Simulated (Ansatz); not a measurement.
Consider CsPdCl3 (cubic perovskite) (Pm-3m).

The structure was built from a prototype and need not be the compound's stable phase.

It takes space group Pm-3m (No. 221, cubic). Conventional cell: a = 4.872 Å, b = 4.872 Å, c = 4.872 Å, α = 90.00°, β = 90.00°, γ = 90.00°. Nearest to Cs lie 12 Cl at 3.44 Å. Nearest to Pd lie 6 Cl at 2.44 Å. Cl has 2 Pd at 2.44 Å and 4 Cs at 3.44 Å nearest. Farther neighbours and most contacts between anions are not listed.

```yaml
crystal:
  lattice:
    - [0.00000, -4.87164, 0.00000]
    - [0.00000, 0.00000, 4.87164]
    - [-4.87164, 0.00000, 0.00000]
  atoms:
    - { symbol: Cs, position: [0.00000, 0.00000, 0.00000] }
    - { symbol: Pd, position: [0.50000, 0.50000, 0.50000] }
    - { symbol: Cl, position: [0.50000, 0.50000, 0.00000] }
    - { symbol: Cl, position: [0.50000, 0.00000, 0.50000] }
    - { symbol: Cl, position: [0.00000, 0.50000, 0.50000] }
```

The structure was relaxed with LDA. The structure type comes from a generator and need not be one that this composition takes. The structure was generated from a model, not taken from a measurement. The runs that relaxed it are not among those shown. The program's search for lower electronic states was switched off, so nothing shows that the state found is the lowest. Spin-orbit coupling is left out unless a run names it. PAW set soft_2, made with PBE.

A constrained-RPA run (Ansatz 0.2.0; non-magnetic LDA; Pd d + anion p, bands v13 to c1, 4×4×4 mesh, medium accuracy) builds 14 functions on bands 8.7 eV wide, with 26.0 electrons in the window. The bare on-site interaction is 17.5 eV and the bare J 0.66 eV.

Question: What U and J survive the screening?

On the Pd d shell, U = 6.39 eV (37 % of the bare value), U′ = 5.37 eV, J = 0.51 eV.

The parent state is non-magnetic and the interaction static (zero frequency); U depends on the window and the orbitals, so it belongs to this model alone. A window that holds the anion p bands defines a model with explicit ligands; its U belongs to that model and is not the U of DFT+U.

[Paths, hosts, dates, memory and timing lines, banners, echoed tables and standing remarks are left out of the program output.]

[Logs are printed without paths, hosts, clocks, repeated set-up lines and the standing remarks that a program may print on its own settings, such as how far it seeks lower states.]

[Runs of the session that timed out or met a known fault of the program may be left out.]

[Hosts, paths, dates, database ids (printed as entryN), source tags and the programs' standing remarks are cut or masked in the printed files.]
